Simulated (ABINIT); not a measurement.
# Beyond one shot: K2Pt (Fm-3m), part 2 of 3

Aim: iterate the self-energy on K2Pt (Fm-3m) and follow the gap from cycle to cycle.

ABINIT 10.8.3; LDA and many-body steps on it, plane waves. Known limits of the many-body steps: not at the basis limit; no spin polarisation; d states lean on the start; no spin-orbit coupling; coarse k mesh.

So far. Step 5 (evGW0, cycle 1): Against G0W0 in ABINIT (2×2×2 mesh, 89 bands, screening to 106.1 eV, Godby-Needs plasmon pole), the gap moves by +0.150 eV. This first cycle still uses the starting levels; it takes the full correction, at all points of the mesh, and its linearised value is 2.000 eV. Step 6 (evGW0, cycle 2): Against the cycle before, the gap moves by −0.063 eV.

### 7. evGW0, cycle 3

Level of this step: evGW0 on LDA, plane waves, norm-conserving pseudopotentials (ABINIT).

run.abi reads:

```
acell 3*1.0 Angstrom
rprim 
  -0.000000000000 3.781463140000 3.781463140000
  3.781463140000 -0.000000000000 3.781463140000
  3.781463140000 3.781463140000 -0.000000000000
ntypat 2
znucl 19 78
natom 3
typat 1 1 2
xred 
  0.750000000000 0.750000000000 0.750000000000
  0.250000000000 0.250000000000 0.250000000000
  0.000000000000 0.000000000000 0.000000000000
pp_dirpath "pseudos"
pseudos "K.upf, Pt.upf"
ecut 34
ngkpt 2 2 2
nshiftk 1
shiftk 0 0 0
kptopt 1
chksymbreak 0
istwfk *1
occopt 1
irdwfk 1
optdriver 4
nband 89
gwcalctyp 10
ecutsigx 34
symsigma 1
nkptgw 3
kptgw 
  0.0000000000 0.0000000000 0.0000000000
  0.5000000000 0.0000000000 0.0000000000
  0.5000000000 0.5000000000 0.0000000000
bdgw 
  13 24
  13 24
  13 24
ecuteps 3.9
irdscr 1
ppmodel 1
irdqps 1
indata_prefix "in"
outdata_prefix "out"
tmpdata_prefix "tmp"
```

The run is started by

```console
> OMP_NUM_THREADS=1 mpirun -n 4 abinit run.abi > log
```

The log of the run:

```text
.Version 10.8.3 of ABINIT. v10.8.2 released Aug 2026.

 Symmetries : space group Fm -3 m (#225); Bravais cF (face-center cubic)
[... echo of the input left out ...]
== DATASET  1 ==================================================================
-   mpi_nproc: 4, omp_nthreads: 1 (-1 if OMP is not activated)

--- !DatasetInfo
iteration_state: {dtset: 1, }
dimensions: {natom: 3, nkpt: 3, mband: 89, nsppol: 1, nspinor: 1, nspden: 1, mpw: 6934, }
cutoff_energies: {ecut:  34.0, pawecutdg:  -1.0, }
[...]
Convergence of QP corrections
 >>>>> For spin  1 <<<<<
.  kptgw no:  1; Maximum DeltaE = (   0.000   0.000) for band index: 12
.  kptgw no:  2; Maximum DeltaE = (   0.000  -0.000) for band index:  2
.  kptgw no:  3; Maximum DeltaE = (   0.025   0.000) for band index: 11

== END DATASET(S) ==============================================================
================================================================================

 -outvars: echo values of variables after computation  --------
           etotal      0.0000000000E+00
            nband          89
             nkpt           3
          spgroup         225
 [... the other variables as echoed above ...]

 Calculation completed.
```

Wall time 14 s (4 MPI ranks of Arm Neoverse V2, shared host); peak memory 1.2 GiB; 57 s of CPU time.

This step gave:

| Item | Value |
| --- | --- |
| quasiparticle gap on the points computed | 2.088 eV |
| gap of the density functional on the mesh | 1.306 eV |
| k of the valence top | 0.5, 0.5, 0 |
| k of the conduction bottom | 0.5, 0, 0 |
| least direct quasiparticle gap on the computed points | 2.2 eV |

Against the cycle before, the gap moves by +0.001 eV.

### 8. Screening, 2×2×2 mesh, 89 bands, screening to 106.1 eV

This step: RPA screening on LDA, plane waves, norm-conserving pseudopotentials.

run.abi, as its differences from that of step 7:

```diff
@@ -24,20 +24,13 @@
 irdwfk 1
-optdriver 4
+optdriver 3
 nband 89
+ecuteps 3.9
+inclvkb 2
+awtr 1
+symchi 1
 gwcalctyp 10
-ecutsigx 34
-symsigma 1
-nkptgw 3
-kptgw 
-  0.0000000000 0.0000000000 0.0000000000
-  0.5000000000 0.0000000000 0.0000000000
-  0.5000000000 0.5000000000 0.0000000000
-bdgw 
-  13 24
-  13 24
-  13 24
-ecuteps 3.9
-irdscr 1
-ppmodel 1
-irdqps 1
+mbpt_sciss 1.129 eV
+nqptdm 1
+qptdm 
+  0 0 0
 indata_prefix "in"
```

The log of the run:

```text
.Version 10.8.3 of ABINIT. v10.8.2 released Aug 2026.

 Symmetries : space group Fm -3 m (#225); Bravais cF (face-center cubic)
[... echo of the input left out ...]
== DATASET  1 ==================================================================
-   mpi_nproc: 4, omp_nthreads: 1 (-1 if OMP is not activated)

--- !DatasetInfo
iteration_state: {dtset: 1, }
dimensions: {natom: 3, nkpt: 3, mband: 89, nsppol: 1, nspinor: 1, nspden: 1, mpw: 6934, }
cutoff_energies: {ecut:  34.0, pawecutdg:  -1.0, }
electrons: {nelect:   3.60000000E+01, charge:   0.00000000E+00, occopt:   1.00000000E+00, tsmear:   1.00000000E-02, }

 SCREENING: Calculation of the susceptibility and dielectric matrices

 Based on a program developped by R.W. Godby, V. Olevano, G. Onida, and L. Reining.
 Incorporated in ABINIT by V. Olevano, G.-M. Rignanese, and M. Torrent.
.Using double precision arithmetic ; gwpc =  8

[... cell and pseudopotentials left out ...]
--------------------------------------------------------------------------------

 ==== K-mesh for the wavefunctions ====
 Number of points in the irreducible wedge :     3
[... list of points left out ...]
 Together with 48 symmetry operations and time-reversal symmetry
 yields     8 points in the full Brillouin Zone.

 ==== Q-mesh for the screening function ====
 Number of points in the irreducible wedge :     3
[... list of points left out ...]
 Together with 48 symmetry operations and time-reversal symmetry
 yields     8 points in the full Brillouin Zone.

 setmesh: FFT mesh size selected  =    36x   36x   36
          total number of points  =        46656

 vcoul_init : cutoff-mode = AUXILIARY_FUNCTION
 q-points for optical limit:   1
     1)      0.000010    0.000020    0.000030

 Dielectric matrix will be calculated only for some
 selected q points provided by the user through the input variables
 nqptdm and qptdm

- screening: taking advantage of time-reversal symmetry
- Maximum band index for partially occupied states nbvw = 18
- Remaining bands to be divided among processors   nbcw = 71
- Number of bands treated by each node ~17

 rdqps: reading QP wavefunctions of the previous step
        looking for file in_QPS
 file not found, 1st iteration initialized with KS eigenelements

 screening : performing a first self-consistency
 update of the energies in W by a scissor operator
 applying a scissor operator of [eV] :   1.129

 Number of electrons calculated from density =   36.0000; Expected =   36.0000
 average of density, n =  0.049328
 r_s =    1.6915
 omega_plasma =   21.4242 [eV]

 calculating chi0 at frequencies [eV] :
  1    0.000000E+00    0.000000E+00
  2    0.000000E+00    2.142416E+01

--------------------------------------------------------------------------------
  q-point number  1        q = ( 0.000000, 0.000000, 0.000000) [r.l.u.]
--------------------------------------------------------------------------------
[... chi0 elements left out ...]
 For q-point:  0.000010 0.000020 0.000030
  dielectric constant =   6.5381
  dielectric constant without local fields =   9.1161

  Average fulfillment of the sum rule on Im[epsilon] for q-point    1 :     52.48  [%]
[... wings left out ...]
== END DATASET(S) ==============================================================
================================================================================

 -outvars: echo values of variables after computation  --------
           etotal      0.0000000000E+00
            nband          89
             nkpt           3
          spgroup         225
 [... the other variables as echoed above ...]

 Calculation completed.
```

Run time: 6.3 s. Hardware: 4 MPI ranks; peak memory 0.86 GiB.

This step gave:

```
ε∞ with local fields, on this mesh, along the program's q direction : 6.538
the same without local fields                                       : 9.116
plasma frequency                                                    : 21.42 eV
plane waves in the screening matrix                                 : 283
```

This screening uses the functional's bands under a rigid shift, the mean opening of the cycle before.

### 9. Screening, 2×2×2 mesh, 89 bands, screening to 106.1 eV

This step: RPA screening on LDA from quasiparticle energies, plane waves, norm-conserving pseudopotentials.

run.abi, as its differences from that of step 8:

```diff
@@ -30,7 +30,8 @@
 symchi 1
+irdqps 1
 gwcalctyp 10
-mbpt_sciss 1.129 eV
-nqptdm 1
+nqptdm 2
 qptdm 
-  0 0 0
+  0.5000000000 0.0000000000 0.0000000000
+  0.5000000000 0.5000000000 0.0000000000
 indata_prefix "in"
```

mrgscr.stdin reads:

```
2
merged
q0_SCR
out_SCR
1
```

The run is started by

```console
> OMP_NUM_THREADS=1 mpirun -n 4 abinit run.abi > log; mrgscr < mrgscr.stdin
```

The log of the run:

```text
.Version 10.8.3 of ABINIT. v10.8.2 released Aug 2026.

 Symmetries : space group Fm -3 m (#225); Bravais cF (face-center cubic)
[... echo of the input left out ...]
== DATASET  1 ==================================================================
-   mpi_nproc: 4, omp_nthreads: 1 (-1 if OMP is not activated)

--- !DatasetInfo
iteration_state: {dtset: 1, }
dimensions: {natom: 3, nkpt: 3, mband: 89, nsppol: 1, nspinor: 1, nspden: 1, mpw: 6934, }
cutoff_energies: {ecut:  34.0, pawecutdg:  -1.0, }
[...]
q-point number  2        q = ( 0.500000, 0.500000, 0.000000) [r.l.u.]
--------------------------------------------------------------------------------
[... chi0 elements left out ...]
  Average fulfillment of the sum rule on Im[epsilon] for q-point    3 :     58.60  [%]

== END DATASET(S) ==============================================================
================================================================================

 -outvars: echo values of variables after computation  --------
           etotal      0.0000000000E+00
            nband          89
             nkpt           3
          spgroup         225
 [... the other variables as echoed above ...]

 Calculation completed.
```

Wall time 4.2 s (4 MPI ranks); peak memory 0.67 GiB; 16 s of CPU time.

Numbers from this step:

| Property | Result |
| --- | --- |
| plasma frequency | 21.42 eV |
| plane waves in the screening matrix | 283 |

This screening reads the quasiparticle levels of the cycle before.

### 10. evGW, cycle 1

This step: evGW on LDA, plane waves, norm-conserving pseudopotentials.

run.abi, as its differences from that of step 9:

```diff
@@ -24,14 +24,20 @@
 irdwfk 1
-optdriver 3
+optdriver 4
 nband 89
-ecuteps 3.9
-inclvkb 2
-awtr 1
-symchi 1
-irdqps 1
 gwcalctyp 10
-nqptdm 2
-qptdm 
+ecutsigx 34
+symsigma 1
+nkptgw 3
+kptgw 
+  0.0000000000 0.0000000000 0.0000000000
   0.5000000000 0.0000000000 0.0000000000
   0.5000000000 0.5000000000 0.0000000000
+bdgw 
+  13 24
+  13 24
+  13 24
+ecuteps 3.9
+irdscr 1
+ppmodel 1
+irdqps 1
 indata_prefix "in"
```

The run is started by

```console
> OMP_NUM_THREADS=1 mpirun -n 4 abinit run.abi > log
```

The log of the run:

```text
.Version 10.8.3 of ABINIT. v10.8.2 released Aug 2026.

 Symmetries : space group Fm -3 m (#225); Bravais cF (face-center cubic)
[... echo of the input left out ...]
== DATASET  1 ==================================================================
-   mpi_nproc: 4, omp_nthreads: 1 (-1 if OMP is not activated)

--- !DatasetInfo
iteration_state: {dtset: 1, }
dimensions: {natom: 3, nkpt: 3, mband: 89, nsppol: 1, nspinor: 1, nspden: 1, mpw: 6934, }
cutoff_energies: {ecut:  34.0, pawecutdg:  -1.0, }
[...]
Convergence of QP corrections
 >>>>> For spin  1 <<<<<
.  kptgw no:  1; Maximum DeltaE = (   0.000   0.000) for band index: 10
.  kptgw no:  2; Maximum DeltaE = (   0.154  -0.000) for band index: 10
.  kptgw no:  3; Maximum DeltaE = (   0.121  -0.002) for band index: 12

== END DATASET(S) ==============================================================
================================================================================

 -outvars: echo values of variables after computation  --------
           etotal      0.0000000000E+00
            nband          89
             nkpt           3
          spgroup         225
 [... the other variables as echoed above ...]

 Calculation completed.
```

It took 14 s on 4 MPI ranks; peak memory 1.2 GiB; 57 s of CPU time.

This step gave:

| Property | Result |
| --- | --- |
| quasiparticle gap on the points computed | 2.38 eV |
| gap of the density functional on the mesh | 1.306 eV |
| k of the valence top | 0.5, 0.5, 0 |
| k of the conduction bottom | 0.5, 0, 0 |
| least direct quasiparticle gap on the computed points | 2.489 eV |

Against G0W0 in ABINIT (2×2×2 mesh, 89 bands, screening to 106.1 eV, Godby-Needs plasmon pole), the gap moves by +0.380 eV.

### 11. Screening, 2×2×2 mesh, 89 bands, screening to 106.1 eV

This step: RPA screening on LDA, plane waves, norm-conserving pseudopotentials.

run.abi, as its differences from that of step 10:

```diff
@@ -24,20 +24,13 @@
 irdwfk 1
-optdriver 4
+optdriver 3
 nband 89
+ecuteps 3.9
+inclvkb 2
+awtr 1
+symchi 1
 gwcalctyp 10
-ecutsigx 34
-symsigma 1
-nkptgw 3
-kptgw 
-  0.0000000000 0.0000000000 0.0000000000
-  0.5000000000 0.0000000000 0.0000000000
-  0.5000000000 0.5000000000 0.0000000000
-bdgw 
-  13 24
-  13 24
-  13 24
-ecuteps 3.9
-irdscr 1
-ppmodel 1
-irdqps 1
+mbpt_sciss 1.420 eV
+nqptdm 1
+qptdm 
+  0 0 0
 indata_prefix "in"
```

The log of the run:

```text
.Version 10.8.3 of ABINIT. v10.8.2 released Aug 2026.

 Symmetries : space group Fm -3 m (#225); Bravais cF (face-center cubic)
[... echo of the input left out ...]
== DATASET  1 ==================================================================
-   mpi_nproc: 4, omp_nthreads: 1 (-1 if OMP is not activated)

--- !DatasetInfo
iteration_state: {dtset: 1, }
dimensions: {natom: 3, nkpt: 3, mband: 89, nsppol: 1, nspinor: 1, nspden: 1, mpw: 6934, }
cutoff_energies: {ecut:  34.0, pawecutdg:  -1.0, }
[...]
[... chi0 elements left out ...]
 For q-point:  0.000010 0.000020 0.000030
  dielectric constant =   6.1649
  dielectric constant without local fields =   8.4834

  Average fulfillment of the sum rule on Im[epsilon] for q-point    1 :     53.09  [%]
[... wings left out ...]
== END DATASET(S) ==============================================================
================================================================================

 -outvars: echo values of variables after computation  --------
           etotal      0.0000000000E+00
            nband          89
             nkpt           3
          spgroup         225
 [... the other variables as echoed above ...]

 Calculation completed.
```

It took 6.3 s on 4 MPI ranks; peak memory 0.87 GiB; 25 s of CPU time.

This step gave:

```
ε∞ with local fields, on this mesh, along the program's q direction : 6.165
the same without local fields                                       : 8.483
plasma frequency                                                    : 21.42 eV
plane waves in the screening matrix                                 : 283
```

This screening uses the functional's bands under a rigid shift, the mean opening of the cycle before.

### 12. Screening, 2×2×2 mesh, 89 bands, screening to 106.1 eV

This step: RPA screening on LDA from quasiparticle energies, plane waves, norm-conserving pseudopotentials.

run.abi, as its differences from that of step 11:

```diff
@@ -30,7 +30,8 @@
 symchi 1
+irdqps 1
 gwcalctyp 10
-mbpt_sciss 1.420 eV
-nqptdm 1
+nqptdm 2
 qptdm 
-  0 0 0
+  0.5000000000 0.0000000000 0.0000000000
+  0.5000000000 0.5000000000 0.0000000000
 indata_prefix "in"
```

mrgscr.stdin is that of step 9.

The run is started by

```console
> OMP_NUM_THREADS=1 mpirun -n 4 abinit run.abi > log; mrgscr < mrgscr.stdin
```

The log of the run:

```text
.Version 10.8.3 of ABINIT. v10.8.2 released Aug 2026.

 Symmetries : space group Fm -3 m (#225); Bravais cF (face-center cubic)
[... echo of the input left out ...]
== DATASET  1 ==================================================================
-   mpi_nproc: 4, omp_nthreads: 1 (-1 if OMP is not activated)

--- !DatasetInfo
iteration_state: {dtset: 1, }
dimensions: {natom: 3, nkpt: 3, mband: 89, nsppol: 1, nspinor: 1, nspden: 1, mpw: 6934, }
cutoff_energies: {ecut:  34.0, pawecutdg:  -1.0, }
[...]
q-point number  2        q = ( 0.500000, 0.500000, 0.000000) [r.l.u.]
--------------------------------------------------------------------------------
[... chi0 elements left out ...]
  Average fulfillment of the sum rule on Im[epsilon] for q-point    3 :     58.90  [%]

== END DATASET(S) ==============================================================
================================================================================

 -outvars: echo values of variables after computation  --------
           etotal      0.0000000000E+00
            nband          89
             nkpt           3
          spgroup         225
 [... the other variables as echoed above ...]

 Calculation completed.
```

Wall time 4.1 s (4 MPI ranks); peak memory 0.72 GiB; 16 s of CPU time.

Numbers from this step:

```
plasma frequency                    : 21.42 eV
plane waves in the screening matrix : 283
```

This screening reads the quasiparticle levels of the cycle before.

### 13. evGW, cycle 2

This step: evGW on LDA, plane waves, norm-conserving pseudopotentials.

run.abi, as its differences from that of step 12:

```diff
@@ -24,14 +24,20 @@
 irdwfk 1
-optdriver 3
+optdriver 4
 nband 89
-ecuteps 3.9
-inclvkb 2
-awtr 1
-symchi 1
-irdqps 1
 gwcalctyp 10
-nqptdm 2
-qptdm 
+ecutsigx 34
+symsigma 1
+nkptgw 3
+kptgw 
+  0.0000000000 0.0000000000 0.0000000000
   0.5000000000 0.0000000000 0.0000000000
   0.5000000000 0.5000000000 0.0000000000
+bdgw 
+  13 24
+  13 24
+  13 24
+ecuteps 3.9
+irdscr 1
+ppmodel 1
+irdqps 1
 indata_prefix "in"
```

The run is started by

```console
> OMP_NUM_THREADS=1 mpirun -n 4 abinit run.abi > log
```

The log of the run:

```text
.Version 10.8.3 of ABINIT. v10.8.2 released Aug 2026.

 Symmetries : space group Fm -3 m (#225); Bravais cF (face-center cubic)
[... echo of the input left out ...]
== DATASET  1 ==================================================================
-   mpi_nproc: 4, omp_nthreads: 1 (-1 if OMP is not activated)

--- !DatasetInfo
iteration_state: {dtset: 1, }
dimensions: {natom: 3, nkpt: 3, mband: 89, nsppol: 1, nspinor: 1, nspden: 1, mpw: 6934, }
cutoff_energies: {ecut:  34.0, pawecutdg:  -1.0, }
[...]
Convergence of QP corrections
 >>>>> For spin  1 <<<<<
.  kptgw no:  1; Maximum DeltaE = (   0.000   0.000) for band index:  5
.  kptgw no:  2; Maximum DeltaE = (  -0.021  -0.000) for band index:  6
.  kptgw no:  3; Maximum DeltaE = (   0.003  -0.004) for band index: 11

== END DATASET(S) ==============================================================
================================================================================

 -outvars: echo values of variables after computation  --------
           etotal      0.0000000000E+00
            nband          89
             nkpt           3
          spgroup         225
 [... the other variables as echoed above ...]

 Calculation completed.
```

It took 14 s on 4 MPI ranks; peak memory 1.2 GiB; 57 s of CPU time.

This step gave:

| Item | Value |
| --- | --- |
| quasiparticle gap on the points computed | 2.417 eV |
| gap of the density functional on the mesh | 1.306 eV |
| k of the valence top | 0.5, 0.5, 0 |
| k of the conduction bottom | 0.5, 0, 0 |
| least direct quasiparticle gap on the computed points | 2.529 eV |

Against the cycle before, the gap moves by +0.037 eV.

### 14. Screening, 2×2×2 mesh, 89 bands, screening to 106.1 eV

This step: RPA screening on LDA, plane waves, norm-conserving pseudopotentials.

run.abi, as its differences from that of step 13:

```diff
@@ -24,20 +24,13 @@
 irdwfk 1
-optdriver 4
+optdriver 3
 nband 89
+ecuteps 3.9
+inclvkb 2
+awtr 1
+symchi 1
 gwcalctyp 10
-ecutsigx 34
-symsigma 1
-nkptgw 3
-kptgw 
-  0.0000000000 0.0000000000 0.0000000000
-  0.5000000000 0.0000000000 0.0000000000
-  0.5000000000 0.5000000000 0.0000000000
-bdgw 
-  13 24
-  13 24
-  13 24
-ecuteps 3.9
-irdscr 1
-ppmodel 1
-irdqps 1
+mbpt_sciss 1.458 eV
+nqptdm 1
+qptdm 
+  0 0 0
 indata_prefix "in"
```

The log of the run:

```text
.Version 10.8.3 of ABINIT. v10.8.2 released Aug 2026.

 Symmetries : space group Fm -3 m (#225); Bravais cF (face-center cubic)
[... echo of the input left out ...]
== DATASET  1 ==================================================================
-   mpi_nproc: 4, omp_nthreads: 1 (-1 if OMP is not activated)

--- !DatasetInfo
iteration_state: {dtset: 1, }
dimensions: {natom: 3, nkpt: 3, mband: 89, nsppol: 1, nspinor: 1, nspden: 1, mpw: 6934, }
cutoff_energies: {ecut:  34.0, pawecutdg:  -1.0, }
[...]
[... chi0 elements left out ...]
 For q-point:  0.000010 0.000020 0.000030
  dielectric constant =   6.1206
  dielectric constant without local fields =   8.4088

  Average fulfillment of the sum rule on Im[epsilon] for q-point    1 :     53.17  [%]
[... wings left out ...]
== END DATASET(S) ==============================================================
================================================================================

 -outvars: echo values of variables after computation  --------
           etotal      0.0000000000E+00
            nband          89
             nkpt           3
          spgroup         225
 [... the other variables as echoed above ...]

 Calculation completed.
```

The job ended after 6.4 s (4 MPI ranks; peak memory 0.87 GiB).

Numbers from this step:

```yaml
eps_infinity_with_local_fields_on_this_mesh_along_the_program_s_q_direction: 6.121
the_same_without_local_fields: 8.409
plasma_frequency: 21.42 eV
plane_waves_in_the_screening_matrix: 283
```

This screening uses the functional's bands under a rigid shift, the mean opening of the cycle before.

(Part 2 of 3 ends here.)

[Paths, hosts, dates, memory and timing lines, banners, echoed tables and standing remarks are left out of the program output.]

[Logs are printed without paths, hosts, clocks, repeated set-up lines and the standing remarks that a program may print on its own settings, such as how far it seeks lower states.]

[Runs of the session that timed out or met a known fault of the program may be left out.]

[Hosts, paths, dates, database ids (printed as entryN), source tags and the programs' standing remarks are cut or masked in the printed files.]

[G0W0 gaps are taken among the corrected bands and points alone; a level outside them can change the order at an edge.]

[Where Ansatz stands beside ABINIT at settings called matched, ABINIT's density can come from a denser mesh and the files from another edition; pairs whose starting gaps differed by over 0.03 eV were left out, so agreement reads better than it is.]
